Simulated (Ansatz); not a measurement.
# Si2Ni (Fm-3m): zone-centre modes under pressure

Aim: how do the optical modes of Si2Ni (Fm-3m) move with volume?

Method: DFT PBEsol, scalar-relativistic, plane waves, PAW; PAW set soft_1, in Ansatz 0.2.0.

Report form: the programs' logs are mostly left out.

**1. The structure**

The structure is cubic, space group Fm-3m (No. 225). Conventional cell: a = 5.406 Å, b = 5.406 Å, c = 5.406 Å, α = 90.00°, β = 90.00°, γ = 90.00°. Nearest to Si lie 4 Ni at 2.34 Å. Nearest to Ni lie 8 Si at 2.34 Å. Farther neighbours are not listed.

As a file:

```cif
data_structure
_symmetry_space_group_name_H-M 'P 1'
_symmetry_Int_Tables_number 1
_cell_length_a 3.8226
_cell_length_b 3.8226
_cell_length_c 3.8226
_cell_angle_alpha 60.000
_cell_angle_beta 60.000
_cell_angle_gamma 60.000
_cell_volume 39.50
loop_
_atom_site_label
_atom_site_type_symbol
_atom_site_fract_x
_atom_site_fract_y
_atom_site_fract_z
_atom_site_occupancy
Si1 Si 0.25000 0.25000 0.25000 1
Si2 Si 0.75000 0.75000 0.75000 1
Ni3 Ni 0.00000 0.00000 0.00000 1
```

**2. Bringing the structure to rest**

Harmonic phonons are second derivatives at a point where the forces vanish, and they are wanted at zero stress, so atoms and cell are relaxed first.

input.yaml reads:

```yaml
crystal:
  lattice:
    - [0.0, 2.703, 2.703]
    - [2.703, 0.0, 2.703]
    - [2.703, 2.703, 0.0]
  atoms:
    - { symbol: Si, position: [0.25, 0.25, 0.25] }
    - { symbol: Si, position: [0.75, 0.75, 0.75] }
    - { symbol: Ni, position: [0.0, 0.0, 0.0] }
kpoints:
  mp_grid: { grid: [14, 14, 14] }
hamiltonian:
  xc: pbesol
  pseudopotentials: { kind: paw, azcp: { folder: soft_1 }, xc_functional: pbe }
scf:
  occupations: { method: gaussian, width: 0.1 }
output:
  forces: true
  stress: true
  eigenvalues: true
  write_density: true
  write_potential: true
  elf: true
  volumetric_format: npy
relax:
  adjacent_minimum: "off"
  f_tol: 0.005
  max_steps: 80
  cell: { stress_tol: 0.05 }
```

Launch:

```bash
ansatz run input.yaml --threads 4 --pin off --max-ram 10240MiB --backend cpu --events-out ev --progress --plain --runs-dir out
```

Wall time 5.3 s (4 threads of Arm Neoverse V1, shared host); peak memory 0.39 GiB.

This run has no spin polarisation, although Ni can carry a moment.

Relaxation path:

| step | energy less that of the first step (eV) | largest force component (eV/Å) | pressure (GPa) | volume (Å³) |
| --- | --- | --- | --- | --- |
| 1 | 0.0000 | 0.0000 | -1.28 | 39.50 |
| 2 | -0.0011 | 0.0000 | -0.58 | 39.32 |
| 3 | -0.0014 | 0.0000 | 0.01 | 39.17 |
| 4* | -0.0013 | 0.0000 | 0.01 | 39.17 |

Relaxation steps marked * repeat the geometry before them on a plane-wave basis chosen anew for their cell, so energy and pressure can jump there.

The run keeps the 48 symmetry operations that it works with, so distortions that break them were not tested.

| conventional cell, symmetrised | before | after | change |
| --- | --- | --- | --- |
| a (Å) | 5.406 | 5.391 | -0.3 % |
| b (Å) | 5.406 | 5.391 | -0.3 % |
| c (Å) | 5.406 | 5.391 | -0.3 % |
| volume (Å³/atom) | 13.17 | 13.06 | -0.8 % |

Final coordinates:

```cif
data_structure
_symmetry_space_group_name_H-M 'P 1'
_symmetry_Int_Tables_number 1
_cell_length_a 3.8121
_cell_length_b 3.8121
_cell_length_c 3.8121
_cell_angle_alpha 60.000
_cell_angle_beta 60.000
_cell_angle_gamma 60.000
_cell_volume 39.17
loop_
_atom_site_label
_atom_site_type_symbol
_atom_site_fract_x
_atom_site_fract_y
_atom_site_fract_z
_atom_site_occupancy
Si1 Si 0.25000 0.25000 0.25000 1
Si2 Si 0.75000 0.75000 0.75000 1
Ni3 Ni 0.00000 0.00000 0.00000 1
```

Numbers from this step:

```yaml
pressure: 0.008808 GPa
volume_per_atom: 13.06 Å³
gap_on_the_k_mesh: 0 eV
```

ELF in the ac plane of a cell with a along [110], b along [-110] and c along [001] of the cube at fractional y = 0.000, with atoms of Si and Ni within 0.2 Å of it. It is the smooth field of the valence electrons, not physical close to the nuclei.

Values, 8 rows by 16 columns, each cell a mean:
```
0.54 0.26 0.49 0.66 0.64 0.58 0.30 0.45 0.54 0.26 0.49 0.66 0.64 0.58 0.30 0.45
0.24 0.44 0.66 0.46 0.44 0.60 0.55 0.28 0.24 0.44 0.66 0.46 0.44 0.60 0.55 0.28
0.18 0.32 0.43 0.39 0.40 0.42 0.38 0.20 0.18 0.32 0.43 0.39 0.40 0.42 0.38 0.20
0.03 0.10 0.33 0.58 0.62 0.43 0.16 0.04 0.03 0.10 0.33 0.58 0.62 0.43 0.16 0.04
0.05 0.13 0.36 0.57 0.60 0.44 0.19 0.06 0.05 0.13 0.36 0.57 0.60 0.44 0.19 0.06
0.23 0.39 0.48 0.37 0.39 0.42 0.46 0.27 0.23 0.39 0.48 0.37 0.39 0.42 0.46 0.27
0.23 0.38 0.66 0.52 0.46 0.66 0.50 0.24 0.23 0.38 0.66 0.52 0.46 0.66 0.50 0.24
0.71 0.30 0.41 0.64 0.65 0.53 0.25 0.57 0.71 0.30 0.41 0.64 0.65 0.53 0.25 0.57
```
Columns run along a (7.6 Å), rows up along c (5.4 Å), edges of the conventional cell, whose origin can differ from the input's. Atoms in or near the plane, at fractional coordinates: Si at (0.25, 0.25), Si at (0.75, 0.25), Si at (0.25, 0.75), Si at (0.75, 0.75), Ni at (0.00, 0.00), Ni at (0.50, 0.00).

Electrostatic potential energy in the ac plane of a cell with a along [110], b along [-110] and c along [001] of the cube at fractional y = 0.000, with atoms of Si and Ni within 0.2 Å of it. With pseudopotentials it is smooth inside the atoms' cores, unlike the true potential.

Ten even steps from '_' (-22 eV) to '@' (16 eV), each cell a mean:
```
%%==++%%%%##%%%%====%%**--##%%####%%##--**
--==##**--..--**##==----++##==....++##++--
##%%##--__::__--##%%##%%%%**__::..__**%%%%
@@@@##::..##..::##@@@@@@%%++__++==__++%%@@
@@@@%%==______==%%@@@@@@@@##..____::##@@@@
@@@@@@%%++==++%%@@@@@@@@@@%%##====##%%@@@@
@@@@@@@@%%%%%%@@@@@@@@@@@@@@%%%%%%@@@@@@@@
@@@@@@%%%%##%%%%@@@@@@@@@@@@%%####%%@@@@@@
@@@@%%**--..--**%%@@@@@@@@%%==....++%%@@@@
@@@@%%--__::__--%%@@@@@@@@**__....__**@@@@
@@@@##::..##..::##@@@@@@%%++__++==__++%%@@
++**##==______==##**++**##**..____::####**
==--**##++==++##**--==--==##**====####==--
@@++==%%%%%%%%%%==++@@%%--##%%%%%%%%**--%%
```
Columns run along a (7.6 Å; values clipped at the 3rd and 97th percentile), rows up along c (5.4 Å), edges of the conventional cell, whose origin can differ from the input's. Atoms in or near the plane, at fractional coordinates: Si at (0.25, 0.25), Si at (0.75, 0.25), Si at (0.25, 0.75), Si at (0.75, 0.75), Ni at (0.00, 0.00), Ni at (0.50, 0.00).

Valence density in the ac plane of a cell with a along [110], b along [-110] and c along [001] of the cube at fractional y = 0.000, with atoms of Si and Ni within 0.2 Å of it. It is the smooth field of the valence electrons, not physical close to the nuclei.

Ten steps, logarithmic in the rise over the least value, from '_' (0 e/Å³) to '@' (44 e/Å³), each cell a mean:
```
%%**::..........::**%%##==............==%%
==::..............::==--::............::--
..........__..................____........
____....______....________..________..____
__________________________________________
________......________________....________
__________..__________________....________
________......________________....________
________......______________........______
______..______..__________________________
____....______....______......____......__
::........__........::::................::
**==..............==**++::............::++
@@**::..........::##@@%%==............==%%
```
Columns run along a (7.6 Å), rows up along c (5.4 Å), edges of the conventional cell, whose origin can differ from the input's. Atoms in or near the plane, at fractional coordinates: Si at (0.25, 0.25), Si at (0.75, 0.25), Si at (0.25, 0.75), Si at (0.75, 0.75), Ni at (0.00, 0.00), Ni at (0.50, 0.00).

In this step the volume went from 13.17 to 13.06 Å³/atom.

**3. Tight relaxation**

Phonons need small forces and stress, so the relaxation is finished with tight tolerances on 16×16×16 k points.

input.yaml, the sections that differ from step 2:

```yaml
crystal:
  lattice:
    - [0.0, 2.6955601038, 2.6955601038]
    - [2.6955601038, 0.0, 2.6955601038]
    - [2.6955601038, 2.6955601038, 0.0]
  atoms:
    - { symbol: Si, position: [0.25, 0.25, 0.25] }
    - { symbol: Si, position: [0.75, 0.75, 0.75] }
    - { symbol: Ni, position: [0.0, 0.0, 0.0] }
kpoints:
  mp_grid: { grid: [16, 16, 16] }
scf:
  occupations: { method: methfessel_paxton, width: 0.2 }
relax:
  adjacent_minimum: "off"
  f_tol: 0.001
  max_steps: 60
  cell: { stress_tol: 0.01 }
# hamiltonian, output: as in step 2
```

Run time: 6.9 s. Hardware: 4 threads; peak memory 0.41 GiB.

Little changed from the start: no atom moved by 0.005 Å and no cell edge by 0.1 %.

Numbers from this step:

| Quantity | Value |
| --- | --- |
| pressure | -3.10e-4 GPa |
| volume per atom | 13.05 Å³ |

Valence density in the ac plane of a cell with a along [110], b along [-110] and c along [001] of the cube at fractional y = 0.000, with atoms of Si and Ni within 0.2 Å of it. It is the smooth field of the valence electrons, not physical close to the nuclei.

Ten steps, logarithmic in the rise over the least value, from '0' (0 e/Å³) to '9' (44 e/Å³), each cell a mean:
```
862111112687411111148
421111111243211111123
111110111111111001111
001100011000010000100
000000000000000000000
000011100000000110000
000001000000000110000
000011100000000110000
000011100000001111000
000100010000000000000
001100011000111001110
211110111122111111112
641111111465211111125
962111112798411111148
```
Columns run along a (7.6 Å), rows up along c (5.4 Å), edges of the conventional cell, whose origin can differ from the input's. Atoms in or near the plane, at fractional coordinates: Si at (0.25, 0.25), Si at (0.75, 0.25), Si at (0.25, 0.75), Si at (0.75, 0.75), Ni at (0.00, 0.00), Ni at (0.50, 0.00).

ELF in the ac plane of a cell with a along [110], b along [-110] and c along [001] of the cube at fractional y = 0.000, with atoms of Si and Ni within 0.2 Å of it. It is the smooth field of the valence electrons, not physical close to the nuclei.

Ten even steps from '_' (0.02) to '@' (0.91), each cell a mean:
```
%%==::++####**==::==%%**::--**####**----##
--::==####++####==::--::::++##****##++::::
::--**##++==++##**--::::==##**====**##==::
::==**++--==--++++--::--++**========**==--
..::--==========--::....--============::..
____::==******==::______..--++****++--..__
____..--****++--..________::++****==::____
____..==**##**--..________::++****++::____
__..::==++++++==::..____..--++++++==--..__
::--====--==--====--::::==++==------++--::
::==****======****==::--++**++====++##++--
::::++##++==**##++::::::--####==++####--::
++----**##**##**--::++==::==########==::==
@@++::==******==::++@@%%--::++****++::--%%
```
Columns run along a (7.6 Å), rows up along c (5.4 Å), edges of the conventional cell, whose origin can differ from the input's. Atoms in or near the plane, at fractional coordinates: Si at (0.25, 0.25), Si at (0.75, 0.25), Si at (0.25, 0.75), Si at (0.75, 0.75), Ni at (0.00, 0.00), Ni at (0.50, 0.00).

Electrostatic potential energy in the ac plane of a cell with a along [110], b along [-110] and c along [001] of the cube at fractional y = 0.000, with atoms of Si and Ni within 0.2 Å of it. With pseudopotentials it is smooth inside the atoms' cores, unlike the true potential.

Ten even steps from '_' (-22 eV) to '@' (16 eV), each cell a mean:
```
%%==++%%%%##%%%%====%%**--##%%####%%##--**
--==##**--..--**##==----++##==....++##++--
##%%##--__::__--##%%##%%%%**__::..__**%%%%
@@@@##::..##..::##@@@@@@%%++__++==__++%%@@
@@@@%%==______==%%@@@@@@@@##..____::##@@@@
@@@@@@%%++==++%%@@@@@@@@@@%%##====##%%@@@@
@@@@@@@@%%%%%%@@@@@@@@@@@@@@%%%%%%@@@@@@@@
@@@@@@%%%%##%%%%@@@@@@@@@@@@%%####%%@@@@@@
@@@@%%**--..--**%%@@@@@@@@%%==....++%%@@@@
@@@@%%--__::__--%%@@@@@@@@**__....__**@@@@
@@@@##::..##..::##@@@@@@%%++__++==__++%%@@
++**##==______==##**++**##**..____::####**
==--**##++==++##**--==--==##**====####==--
@@++==%%%%%%%%%%==++@@%%--##%%%%%%%%**--%%
```
Columns run along a (7.6 Å; values clipped at the 3rd and 97th percentile), rows up along c (5.4 Å), edges of the conventional cell, whose origin can differ from the input's. Atoms in or near the plane, at fractional coordinates: Si at (0.25, 0.25), Si at (0.75, 0.25), Si at (0.25, 0.75), Si at (0.75, 0.75), Ni at (0.00, 0.00), Ni at (0.50, 0.00).

The forces vanish by symmetry and the pressure is 0.000 GPa, within the tolerances set. The cell now holds 13.05 Å³/atom.

**4. Zone-centre response at rest**

The force constants come from the linear response of the density to a displacement.

The modes at rest are the reference of the series.

input.yaml, the sections that differ from step 3:

```yaml
crystal:
  lattice:
    - [0.0, 2.6947936479, 2.6947936479]
    - [2.6947936479, 0.0, 2.6947936479]
    - [2.6947936479, 2.6947936479, 0.0]
  atoms:
    - { symbol: Si, position: [0.25, 0.25, 0.25] }
    - { symbol: Si, position: [0.75, 0.75, 0.75] }
    - { symbol: Ni, position: [0.0, 0.0, 0.0] }
output:
  eigenvalues: true
phonons:
  method: dfpt
# kpoints, hamiltonian, scf: as in step 3
# relax: removed
```

The job ended after 20 s (4 threads; peak memory 0.94 GiB).

This step gave:

```
sum-rule residual before enforcement                    : 6.61e-5 eV/Å²
point group                                             : m-3m
highest optical mode at the zone centre (no LO-TO term) : 329.1 cm⁻¹
lowest optical zone-centre mode                         : 310.8 cm⁻¹
```

Patterns of degenerate modes are one choice out of their space. The modes at Γ (shares of kinetic energy by element, %):

| mode | frequency (cm⁻¹) | symmetry | Si % | Ni % |
| --- | --- | --- | --- | --- |
| 1 | 0.0 | acoustic | 49 | 51 |
| 2 | 0.0 | acoustic | 49 | 51 |
| 3 | 0.0 | acoustic | 49 | 51 |
| 4 | 310.8 | T1u | 51 | 49 |
| 5 | 310.8 | T1u | 51 | 49 |
| 6 | 310.8 | T1u | 51 | 49 |
| 7 | 329.1 | T2g | 100 | 0 |
| 8 | 329.1 | T2g | 100 | 0 |
| 9 | 329.1 | T2g | 100 | 0 |

Displacements in mode 4 (310.8 cm⁻¹), the largest set to 1:
```
Si1 -0.04 -0.91 -1.00
Si2 -0.04 -0.91 -1.00
Ni3  0.04  0.87  0.96
```

Displacements in mode 8 (329.1 cm⁻¹), the largest set to 1:
```
Si1  0.11  1.00 -0.09
Si2 -0.11 -1.00  0.09
Ni3  0.00  0.00  0.00
```

Before it was imposed, the acoustic sum rule was missed by 6.6e-5 eV/Å². Small misses are needed for a sound result but don't prove that mesh and cutoff are converged. The lowest optical mode is real, 311 cm⁻¹.

**5. Ground state of a member: 1.06 times the volume at rest**

The cell is set to 1.06 times the volume at rest; symmetry leaves nothing else free, so this is a single point.

input.yaml, the sections that differ from step 4:

```yaml
crystal:
  lattice:
    - [0.0, 2.7476461572, 2.7476461572]
    - [2.7476461572, 0.0, 2.7476461572]
    - [2.7476461572, 2.7476461572, 0.0]
  atoms:
    - { symbol: Si, position: [0.25, 0.25, 0.25] }
    - { symbol: Si, position: [0.75, 0.75, 0.75] }
    - { symbol: Ni, position: [0.0, 0.0, 0.0] }
output:
  forces: true
  stress: true
  eigenvalues: true
# kpoints, hamiltonian, scf: as in step 4
# phonons: removed
```

It took 2 s on 4 threads; peak memory 0.39 GiB.

Numbers from this step:

```yaml
pressure: -8.104 GPa
volume_per_atom: 13.83 Å³
```

The forces vanish by symmetry, at a pressure of -8.10 GPa.

(Continued in part 2 of 2.)

[Logs are printed without paths, hosts, clocks, repeated set-up lines and the standing remarks that a program may print on its own settings, such as how far it seeks lower states.]

[Hosts, paths, dates, database ids (printed as entryN), source tags and the programs' standing remarks are cut or masked in the printed files.]
